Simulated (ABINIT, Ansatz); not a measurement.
Records of electronic-structure calculations.

PbS (Galena): one start, several treatments of the self-energy. It takes space group Fm-3m (No. 225, cubic). Conventional cell: a = 5.931 Å, b = 5.931 Å, c = 5.931 Å, α = 90.00°, β = 90.00°, γ = 90.00°. Pb has 6 S at 2.97 Å nearest. Nearest to S lie 6 Pb at 2.97 Å. Farther neighbours, and contacts between anions beyond the nearest, are not listed. The calculation used RPA screening on PBE, plane waves, norm-conserving pseudopotentials (and 3 further levels or steps) in ABINIT 10.8.3, with cutoff 32 Ha, PseudoDojo scalar-relativistic 0.4 stringent, norm-conserving, potential set dojo-sr-pbe-0.4-stringent, ngkpt (6, 6, 6), nband 150, ecuteps 6.5 Ha, inclvkb 2, shiftk (0, 0, 0), symchi 1, awtr 1, frequency ppm, 6×6×6 k-mesh. The G0W0, Godby-Needs plasmon pole is 0.647 eV and the G0W0, Engel-Farid plasmon pole is 0.688 eV. The G0W0, Hybertsen-Louie plasmon pole is 0.734 eV and the one-shot Hartree-Fock is 4.778 eV. The known limits are short of the basis limit; model gap, bands may invert with spin-orbit coupling; mesh may overstate the screening; no spin-orbit coupling. It took 6 runs, 5.8 min in all on 8 MPI ranks of Arm Neoverse V1, shared host. G0W0, Engel-Farid plasmon pole: +0.041 eV against G0W0, Godby-Needs plasmon pole. G0W0, Hybertsen-Louie plasmon pole: +0.087 eV against G0W0, Godby-Needs plasmon pole. The database entry behind the starting cell differs from other determinations of this structure. The cell and positions come from the Crystallography Open Database and are kept as given unless a step says otherwise. Limits: mesh may overstate the screening; no spin-orbit coupling. For the PBE start: The RPA ε∞ on this mesh reaches over 25; with a narrow direct gap a coarse mesh can overstate it, and the correction is then too small.

[Paths, hosts, dates, memory and timing lines, banners, echoed tables and standing remarks are left out of the program output; an Ansatz launch command may be rebuilt from the run's recorded settings. Measured values are a selection of at most five: reports struck by readers or far from the other reports are left out. None is set beside runs whose start may be inverted or whose files or cutoffs have a known fault.]

[Runs of the session that timed out or met a known fault of the program may be left out.]

[Hosts, paths, dates, database ids (printed as entryN), source tags and the programs' standing remarks are cut or masked in the printed files.]

[G0W0 gaps are taken among the corrected bands and points alone; a level outside them can change the order at an edge.]

[Where Ansatz stands beside ABINIT at settings called matched, ABINIT's density can come from a denser mesh and the files from another edition; pairs whose starting gaps differed by over 0.03 eV were left out, so agreement reads better than it is.]
